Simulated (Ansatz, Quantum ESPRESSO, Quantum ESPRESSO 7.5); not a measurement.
# Evanescent states of NaCl, rock salt type, lattice constant set to 5.809 Å

Aim: how fast states decay in the gap of NaCl, rock salt type, lattice constant set to 5.809 Å.

Program: Quantum ESPRESSO 7.5. Level of theory: plane-wave DFT, LDA, PseudoDojo norm-conserving pseudopotentials (cross-check by Ansatz 0.2.0 with PAW datasets). Results are calculated unless marked as measured.

Most raw output is cut from this account.

**1. The starting structure**

The structure is cubic, space group Fm-3m (No. 225). The conventional cell has a = 5.809 Å, b = 5.809 Å, c = 5.809 Å, α = 90.00°, β = 90.00°, γ = 90.00°. Nearest to Na lie 6 Cl at 2.90 Å. Cl has 6 Na at 2.90 Å nearest. Farther neighbours and most contacts between anions are not listed.

**2. SCF with pw.x**

pwcond needs a cell whose third axis lies along the current and stands perpendicular to the other two.

Input file scf.in:

```
&control
  prefix = 'scf'
  outdir = './out'
  pseudo_dir = './pseudo'
  calculation = 'scf'
  tprnfor = .true.
/
&system
  ibrav = 0
  nat = 4
  ntyp = 2
  ecutwfc = 76
  ecutrho = 304
  occupations = 'fixed'
  nbnd = 20
/
&electrons
  conv_thr = 1e-09
  mixing_beta = 0.6
  electron_maxstep = 120
/
ATOMIC_SPECIES
  Na  22.9898  Na.dojo-sr-lda-0.4.1-standard.upf
  Cl  35.4500  Cl.dojo-sr-lda-0.4.1-standard.upf
CELL_PARAMETERS angstrom
  4.10758329191265 0.00000000000000 0.00000000000000
  0.00000000000000 4.10758329191265 0.00000000000000
  0.00000000000000 0.00000000000000 5.80900000000000
ATOMIC_POSITIONS crystal
  Na  0.000000000000 0.000000000000 0.000000000000
  Cl  0.500000000000 0.500000000000 0.000000000000
  Na  0.500000000000 0.500000000000 0.500000000000
  Cl  0.000000000000 0.000000000000 0.500000000000
K_POINTS automatic
  6 6 6 0 0 0
```

Started as:

```
OMP_NUM_THREADS=1 mpirun -n 2 pw.x -nk 2 -in scf.in > scf.out
```

The job ended after 41 s (2 MPI ranks of Arm Neoverse V1, shared host; peak memory 0.26 GiB).

Read from the output:

| Quantity | Value |
| --- | --- |
| free energy | -3382.0664 eV |
| valence top, on the run's zero | 0.1862 eV |
| conduction bottom, on the run's zero | 4.571 eV |
| gap by band count | 4.385 eV |

The run needed 8 iterations to bring the estimated error under 1e-09 Ry.

**3. Complex bands with pwcond.x**

ikind = 0 solves one period of the crystal for all kz, real and complex, at each energy and k across. ewind and epsproj trim the two-dimensional plane-wave basis; nz1 sets the subslabs.

Input file cbs.in:

```
&inputcond
  outdir = './out'
  prefixl = 'scf'
  band_file = 'cbs'
  ikind = 0
  ewind = 4.0
  epsproj = 1e-05
  nz1 = 7
  energy0 = 6.9
  denergy = -0.23
/
4
  0.00000000 0.00000000 1.00000000
  0.50000000 0.00000000 1.00000000
  0.50000000 0.50000000 1.00000000
  0.25000000 0.00000000 1.00000000
40
```

Started as:

```
OMP_NUM_THREADS=1 mpirun -n 2 pwcond.x -in cbs.in > cbs.out
```

The job ended after 2.7 min (2 MPI ranks; peak memory 0.13 GiB).

Read from the output:

```
peak of the smallest κ at the zone centre : 0.36 Å⁻¹
energy of the peak at the zone centre     : 1.84 eV
peak of the smallest κ at (1/2, 0)        : 0.631 Å⁻¹
peak of the smallest κ at (1/4, 0)        : 0.622 Å⁻¹
```

K across = (0, 0) in the cell's reciprocal vectors; values within 0.0025 1/Å of each other count once, columns are sorted by size at each energy, a dash where no further value was kept. The Im kz of the slowest decaying states by energy, zero at the highest filled level of the SCF mesh:

```csv
energy (eV),decay 1 (Å⁻¹),decay 2 (Å⁻¹),decay 3 (Å⁻¹)
-2.07,0.628,1.02,1.64
-1.84,0.513,0.629,0.957
-1.38,0.748,0.8,1.58
-1.15,0.699,0.768,1.56
-0.92,0.57,0.78,1.54
-0.46,0.794,1.50,1.68
-0.23,0.797,1.48,1.67
0.00,0.013,0.798,1.46
0.46,0.248,0.519,0.796
0.69,0.288,0.601,0.793
0.92,0.316,0.66,0.789
1.38,0.348,0.74,0.778
1.61,0.356,0.769,1.3
1.84,0.36,0.764,0.791
2.30,0.356,0.745,0.825
2.53,0.348,0.735,0.837
2.99,0.323,0.712,0.854
3.22,0.304,0.699,0.859
3.45,0.28,0.685,0.863
3.91,0.21,0.654,0.866
4.14,0.154,0.637,0.865
4.37,0.039,0.618,0.863
4.83,0.577,0.857,0.905
5.06,0.553,0.852,0.87
5.29,0.528,0.833,0.845
5.75,0.468,0.753,0.83
5.98,0.432,0.71,0.821
6.21,0.389,0.664,0.811
6.67,0.258,0.559,0.787
6.90,0.017,0.498,0.774
```

K across = (0, 0) in the cell's reciprocal vectors. Re kz of states that move upwards against energy, zero at the highest filled level of the SCF mesh:

```csv
energy (eV),channel 1 (Å⁻¹),channel 2 (Å⁻¹),channel 3 (Å⁻¹)
-2.07,-,-,-
-1.84,-,-,-
-1.38,0.277,-,-
-1.15,0.450,-,-
-0.92,-0.511,-,-
-0.46,-0.311,0.282,0.282
-0.23,-0.472,-0.472,-0.206
0.00,-0.0334,-0.0334,-
0.46,-,-,-
0.69,-,-,-
0.92,-,-,-
1.38,-,-,-
1.61,-,-,-
1.84,-,-,-
2.30,-,-,-
2.53,-,-,-
2.99,-,-,-
3.22,-,-,-
3.45,-,-,-
3.91,-,-,-
4.14,-,-,-
4.37,-,-,-
4.83,0.223,-,-
5.06,0.281,-,-
5.29,0.333,-,-
5.75,0.429,-,-
5.98,0.476,-,-
6.21,0.525,-,-
6.67,-0.442,-,-
6.90,-0.347,-,-
```

K across = (1/2, 0) in the cell's reciprocal vectors; values within 0.0025 1/Å of each other count once, columns are sorted by size at each energy, a dash where no further value was kept. Table of Im kz of the slowest decaying states by energy, zero at the highest filled level of the SCF mesh:

```csv
energy (eV),decay 1 (Å⁻¹),decay 2 (Å⁻¹),decay 3 (Å⁻¹)
-2.07,0.335,1.44,1.59
-1.84,0.177,1.42,1.54
-1.38,1.37,1.43,2.16
-1.15,0.136,1.35,-
-0.92,0.14,1.29,1.32
-0.46,1.05,1.28,-
-0.23,0.222,0.276,1.25
0.00,0.262,1.00,1.23
0.46,0.423,1.15,1.19
0.69,0.473,1.16,1.18
0.92,0.512,1.14,1.19
1.38,0.568,1.10,1.20
1.61,0.588,1.08,1.21
1.84,0.604,1.06,1.20
2.30,0.624,1.02,1.19
2.53,0.629,0.998,1.18
2.99,0.63,0.961,1.16
3.22,0.627,0.943,1.15
3.45,0.621,0.925,1.14
3.91,0.602,0.888,1.11
4.14,0.589,0.87,1.10
4.37,0.573,0.852,1.08
4.83,0.534,0.815,1.05
5.06,0.509,0.795,1.03
5.29,0.482,0.775,1.01
5.75,0.412,0.734,0.968
5.98,0.367,0.712,0.947
6.21,0.311,0.688,0.925
6.67,0.102,0.639,0.878
6.90,0.611,0.853,1.58
```

K across = (1/2, 1/2) in the cell's reciprocal vectors; values within 0.0025 1/Å of each other count once, columns are sorted by size at each energy, a dash where no further value was kept. Im kz of the slowest decaying states against energy, zero at the highest filled level of the SCF mesh:

```csv
energy (eV),decay 1 (Å⁻¹),decay 2 (Å⁻¹),decay 3 (Å⁻¹)
-2.07,0.548,0.7,2.06
-1.84,0.427,0.662,2.05
-1.38,0.564,2.02,-
-1.15,0.493,2.01,-
-0.92,0.386,1.99,-
-0.46,0.172,0.235,1.97
-0.23,0.323,0.392,1.95
0.00,0.407,0.463,1.94
0.46,0.508,0.537,1.91
0.69,0.541,0.558,1.90
0.92,0.567,0.573,1.88
1.38,0.591,0.604,1.85
1.61,0.596,0.616,1.84
1.84,0.598,0.626,1.83
2.30,0.596,0.638,1.80
2.53,0.593,0.641,1.78
2.99,0.581,0.641,1.75
3.22,0.573,0.638,1.74
3.45,0.564,0.634,1.73
3.91,0.54,0.622,1.70
4.14,0.526,0.613,1.68
4.37,0.511,0.603,1.67
4.83,0.474,0.579,1.63
5.06,0.453,0.565,1.62
5.29,0.429,0.548,1.60
5.75,0.372,0.51,1.57
5.98,0.337,0.487,1.55
6.21,0.296,0.462,1.54
6.67,0.176,0.4,1.51
6.90,0.005,0.014,0.361
```

K across = (1/4, 0) in the cell's reciprocal vectors; values within 0.0025 1/Å of each other count once, columns are sorted by size at each energy, a dash where no further value was kept. The Im kz of the slowest decaying states by energy, zero at the highest filled level of the SCF mesh:

```csv
energy (eV),decay 1 (Å⁻¹),decay 2 (Å⁻¹),decay 3 (Å⁻¹)
-2.07,0.472,1.13,1.22
-1.84,0.385,1.07,1.19
-1.61,0.255,0.998,1.16
-1.38,0.918,1.13,1.63
-1.15,0.094,0.822,1.10
-0.92,0.702,1.08,1.59
-0.69,0.042,0.531,1.05
-0.46,0.152,1.03,1.56
-0.23,0.102,1.01,1.54
0.00,0.21,0.247,0.985
0.46,0.412,0.639,0.949
0.69,0.465,0.725,0.933
0.92,0.505,0.788,0.918
1.15,0.537,0.838,0.904
1.38,0.561,0.879,0.89
1.61,0.58,0.877,0.913
1.84,0.595,0.863,0.942
2.07,0.606,0.85,0.968
2.30,0.614,0.837,0.992
2.53,0.619,0.823,1.01
2.76,0.622,0.81,1.04
2.99,0.621,0.796,1.06
3.22,0.619,0.781,1.09
3.45,0.614,0.766,1.13
3.68,0.607,0.751,1.17
3.91,0.597,0.735,1.16
4.14,0.585,0.718,1.14
4.37,0.527,0.612,0.7
4.83,0.385,0.663,0.67
5.06,0.312,0.642,0.682
5.29,0.218,0.621,0.691
5.52,0.598,0.697,1.02
5.75,0.573,0.701,0.999
5.98,0.547,0.704,0.973
6.21,0.518,0.706,0.946
6.44,0.487,0.707,0.917
6.67,0.452,0.709,0.885
6.90,0.412,0.712,0.839
```

**4. Complex band structure, with ewind = 2.0 and epsproj = 0.001**

A sensitivity test on the input.

cbs.w.in, as its differences from the input of step 3:

```diff
@@ -3,6 +3,6 @@
   prefixl = 'scf'
-  band_file = 'cbs'
+  band_file = 'cbs.w'
   ikind = 0
-  ewind = 4.0
-  epsproj = 1e-05
+  ewind = 2.0
+  epsproj = 0.001
   nz1 = 7
```

Started as:

```
OMP_NUM_THREADS=1 mpirun -n 2 pwcond.x -in cbs.w.in > cbs.w.out
```

Run time: 73 s. Hardware: 2 MPI ranks; peak memory 0.12 GiB; 2.4 min of CPU time.

The changed values were drawn from a wide range, not chosen for quality; the comparison shows what they did here together.

Beside the run it was changed from:

```csv
quantity,this run,unchanged run,difference
peak of the smallest κ at the zone centre (Å⁻¹),0.36,0.36,0
"peak of the smallest κ at (1/2, 0) (Å⁻¹)",0.638,0.631,0.0070
wall time (s),73,161,
```

The physical values in this table move by up to 1.1 %.

**5. Cross-check with Ansatz**

A second code with its own PAW datasets, on the same atoms.

Level of this step: plane-wave DFT, LDA, Ansatz PAW (Ansatz 0.2.0).

Input file input.yaml:

```yaml
crystal:
  lattice:
    - [4.1075832919, 0.0, 0.0]
    - [0.0, 4.1075832919, 0.0]
    - [0.0, 0.0, 5.809]
  atoms:
    - { symbol: Na, position: [0.0, 0.0, 0.0] }
    - { symbol: Cl, position: [0.5, 0.5, 0.0] }
    - { symbol: Na, position: [0.5, 0.5, 0.5] }
    - { symbol: Cl, position: [0.0, 0.0, 0.5] }
kpoints:
  mp_grid: { grid: [6, 6, 6] }
hamiltonian:
  xc: lda
scf:
  occupations: { method: fixed }
  convergence: { dr2_threshold: 1.0e-09 }
output:
  transmission:
    leads: [[0, 0]]
    kpoints: [[0, 0], [0.5, 0], [0.5, 0.5], [0.25, 0]]
    e_range: [-2.07, 6.9]
    de: 0.23
```

Started as:

```
ansatz run input.yaml --threads 2 --pin off --max-ram 4096MiB --backend cpu --events-out ev --progress --plain --runs-dir out
```

The job ended after 20 s (2 threads; peak memory 0.44 GiB).

This step gave:

| Property | Result |
| --- | --- |
| free energy | -5028.4305 eV |
| gap by band count | 4.384 eV |
| symmetry operations | 32 |
| slowest decay at the grid energy nearest mid-gap | 0.3553 Å⁻¹ |
| peak of the smallest κ at the zone centre | 0.3594 Å⁻¹ |
| peak of the smallest κ at (1/2, 0) | 0.6313 Å⁻¹ |
| peak of the smallest κ at (1/2, 1/2) | 0.5977 Å⁻¹ |
| peak of the smallest κ at (1/4, 0) | 0.6212 Å⁻¹ |
| valence top, on the run's zero | 0.2252 eV |

K across = (0, 0) in the cell's reciprocal vectors; values within 0.0025 1/Å of each other count once, columns are sorted by size at each energy, a dash where no further value was kept. Table of Im kz of the slowest decaying states by energy, zero at the highest filled level of the SCF mesh:

```csv
energy (eV),decay 1 (Å⁻¹),decay 2 (Å⁻¹),decay 3 (Å⁻¹)
-2.07,0.628,1.02,-
-1.84,0.513,0.628,0.956
-1.61,0.246,0.715,0.883
-1.38,0.748,0.799,-
-1.15,0.699,0.767,-
-0.92,0.569,0.780,-
-0.69,0.372,0.788,-
-0.46,0.794,1.50,-
-0.23,0.797,1.48,-
0.00,0.00315,0.798,1.46
0.46,0.247,0.519,0.796
0.69,0.288,0.601,0.793
0.92,0.315,0.660,0.789
1.15,0.335,0.705,0.784
1.38,0.348,0.740,0.778
1.61,0.356,0.768,0.771
1.84,0.359,0.763,0.791
2.07,0.359,0.754,0.809
2.30,0.355,0.745,0.824
2.53,0.348,0.735,0.836
2.76,0.337,0.723,0.845
2.99,0.322,0.711,0.853
3.22,0.303,0.698,0.858
3.45,0.279,0.684,0.862
3.68,0.249,0.669,0.864
3.91,0.209,0.653,0.864
4.14,0.154,0.636,0.864
4.37,0.0370,0.618,0.862
4.83,0.576,0.855,0.904
5.06,0.553,0.850,0.868
5.29,0.527,0.831,0.844
5.52,0.499,0.792,0.836
5.75,0.467,0.751,0.828
5.98,0.431,0.708,0.819
6.21,0.388,0.662,0.809
6.44,0.334,0.611,0.797
6.67,0.257,0.556,0.785
6.90,0.495,0.771,1.24
```

K across = (0, 0) in the cell's reciprocal vectors. The Re kz of states that move upwards by energy, zero at the highest filled level of the SCF mesh:

```csv
energy (eV),channel 1 (Å⁻¹),channel 2 (Å⁻¹),channel 3 (Å⁻¹)
-2.07,-,-,-
-1.61,-,-,-
-1.15,0.450,-,-
-0.69,-0.408,-,-
-0.46,-0.311,0.286,0.286
0.00,-,-,-
0.46,-,-,-
0.92,-,-,-
1.38,-,-,-
1.84,-,-,-
2.30,-,-,-
2.53,-,-,-
2.99,-,-,-
3.45,-,-,-
3.91,-,-,-
4.37,-,-,-
4.83,0.223,-,-
5.29,0.333,-,-
5.52,0.382,-,-
5.98,0.477,-,-
6.44,-0.503,-,-
6.90,-0.345,0.0303,-
```

K across = (1/2, 0) in the cell's reciprocal vectors; values within 0.0025 1/Å of each other count once, columns are sorted by size at each energy, a dash where no further value was kept. Table of Im kz of the slowest decaying states by energy, zero at the highest filled level of the SCF mesh:

```csv
energy (eV),decay 1 (Å⁻¹),decay 2 (Å⁻¹),decay 3 (Å⁻¹)
-2.07,0.335,1.44,-
-1.61,1.39,1.49,-
-1.15,0.137,1.35,1.37
-0.69,1.20,1.30,-
-0.46,1.06,1.28,-
0.00,0.263,1.01,1.23
0.46,0.424,1.15,1.18
0.92,0.512,1.14,1.20
1.38,0.568,1.10,1.21
1.84,0.604,1.06,1.20
2.30,0.624,1.02,1.19
2.53,0.629,0.997,1.19
2.99,0.631,0.960,1.17
3.45,0.621,0.924,1.14
3.91,0.602,0.888,1.11
4.37,0.573,0.851,1.08
4.83,0.534,0.814,1.05
5.29,0.481,0.774,1.01
5.52,0.449,0.754,0.991
5.98,0.367,0.711,0.949
6.44,0.235,0.663,0.904
6.90,0.610,0.855,-
```

K across = (1/2, 1/2) in the cell's reciprocal vectors; values within 0.0025 1/Å of each other count once, columns are sorted by size at each energy, a dash where no further value was kept. The Im kz of the slowest decaying states by energy, zero at the highest filled level of the SCF mesh:

```csv
energy (eV),decay 1 (Å⁻¹),decay 2 (Å⁻¹)
-2.07,0.547,0.700
-1.84,0.427,0.662
-1.61,0.237,0.618
-1.38,0.563,-
-1.15,0.493,-
-0.92,0.386,-
-0.69,0.0914,-
-0.46,0.173,0.234
-0.23,0.324,0.391
0.00,0.407,0.462
0.46,0.507,0.536
0.69,0.541,0.557
0.92,0.567,0.573
1.15,0.583,0.587
1.38,0.591,0.603
1.61,0.595,0.616
1.84,0.598,0.626
2.07,0.598,0.633
2.30,0.596,0.637
2.53,0.593,0.640
2.76,0.587,0.641
2.99,0.581,0.64
3.22,0.573,0.637
3.45,0.563,0.633
3.68,0.552,0.628
3.91,0.540,0.621
4.14,0.526,0.612
4.37,0.510,0.602
4.83,0.474,0.578
5.06,0.452,0.563
5.29,0.428,0.547
5.52,0.402,0.529
5.75,0.371,0.508
5.98,0.336,0.486
6.21,0.295,0.460
6.44,0.244,0.431
6.67,0.175,0.398
6.90,0.359,1.49
```

K across = (1/4, 0) in the cell's reciprocal vectors; values within 0.0025 1/Å of each other count once, columns are sorted by size at each energy, a dash where no further value was kept. Im kz of the slowest decaying states against energy, zero at the highest filled level of the SCF mesh:

```csv
energy (eV),decay 1 (Å⁻¹),decay 2 (Å⁻¹),decay 3 (Å⁻¹)
-2.07,0.472,1.13,1.22
-1.84,0.385,1.07,1.19
-1.38,0.918,1.13,-
-1.15,0.0934,0.822,1.10
-0.92,0.702,1.08,-
-0.46,0.150,0.153,1.03
-0.23,0.103,1.01,-
0.00,0.211,0.249,0.985
0.46,0.412,0.639,0.949
0.69,0.465,0.725,0.933
0.92,0.505,0.788,0.918
1.38,0.561,0.878,0.889
1.61,0.580,0.876,0.912
1.84,0.595,0.863,0.941
2.30,0.614,0.836,0.990
2.53,0.619,0.823,1.01
2.99,0.621,0.795,1.06
3.22,0.619,0.781,1.08
3.45,0.614,0.766,1.12
3.91,0.597,0.734,1.16
4.14,0.585,0.717,1.15
4.37,0.526,0.612,0.700
4.83,0.384,0.662,0.669
5.06,0.311,0.642,0.681
5.29,0.217,0.62,0.689
5.75,0.572,0.699,0.999
5.98,0.546,0.702,0.973
6.21,0.517,0.704,0.947
6.67,0.451,0.706,0.883
6.90,0.411,0.708,0.837
```

**6. A check by hand**

T falls as exp(−2κd). With κ = 0.358 1/Å, 10 Å of barrier pass exp(−2 × 0.358 × 10) = 7.8e-4 of that channel, interfaces aside.

**7. Outcome**

```yaml
gap_on_the_scf_mesh: 4.38 eV
smallest_kappa_at_mid_gap_among_the_four_k_points_at_the_zone_centre: 0.358 Å⁻¹
peak_of_the_smallest_kappa_in_the_stop_band_at_the_zone_centre: 0.360 Å⁻¹
peak_of_the_smallest_kappa_in_the_stop_band_at_1_over_2_0: 0.631 Å⁻¹
peak_of_the_smallest_kappa_in_the_stop_band_at_1_over_4_0: 0.622 Å⁻¹
energy_of_the_peak_at_the_zone_centre_over_the_highest_filled_level: 1.84 eV
peak_at_the_zone_centre_by_ansatz: 0.359 Å⁻¹
```

What this shows: With a gap of 4.38 eV on the mesh, the smallest κ at mid-gap among the four k points, at the zone centre is 0.358 Å⁻¹ (LDA, PseudoDojo norm-conserving). For a barrier with the Fermi level at mid-gap the slowest state found, at the zone centre, loses a factor of ten in probability every 3.2 Å or so. Stop bands away from the zone centre are mostly wider than the gap, so their peaks can lie above the conduction bottom. At the zone centre pwcond's peak is 0.360 and Ansatz's 0.359 1/Å, 0 % apart. The cell is the a/√2 one, turned by 45°, with two primitive cells, so X along [001] folds onto kz = 0. A semilocal gap is too small, often by a third to a half and by more in narrow-gap crystals, so real barriers decay faster.

[Logs are printed without paths, hosts, clocks, repeated set-up lines and the standing remarks that a program may print on its own settings, such as how far it seeks lower states.]

[Hosts, paths, dates, database ids (printed as entryN), source tags and the programs' standing remarks are cut or masked in the printed files.]

[Maps of the electrostatic potential energy from Ansatz leave out the sawtooth potential of an applied field or a dipole correction, so their vacuum need not be flat; planar profiles and work functions include it.]
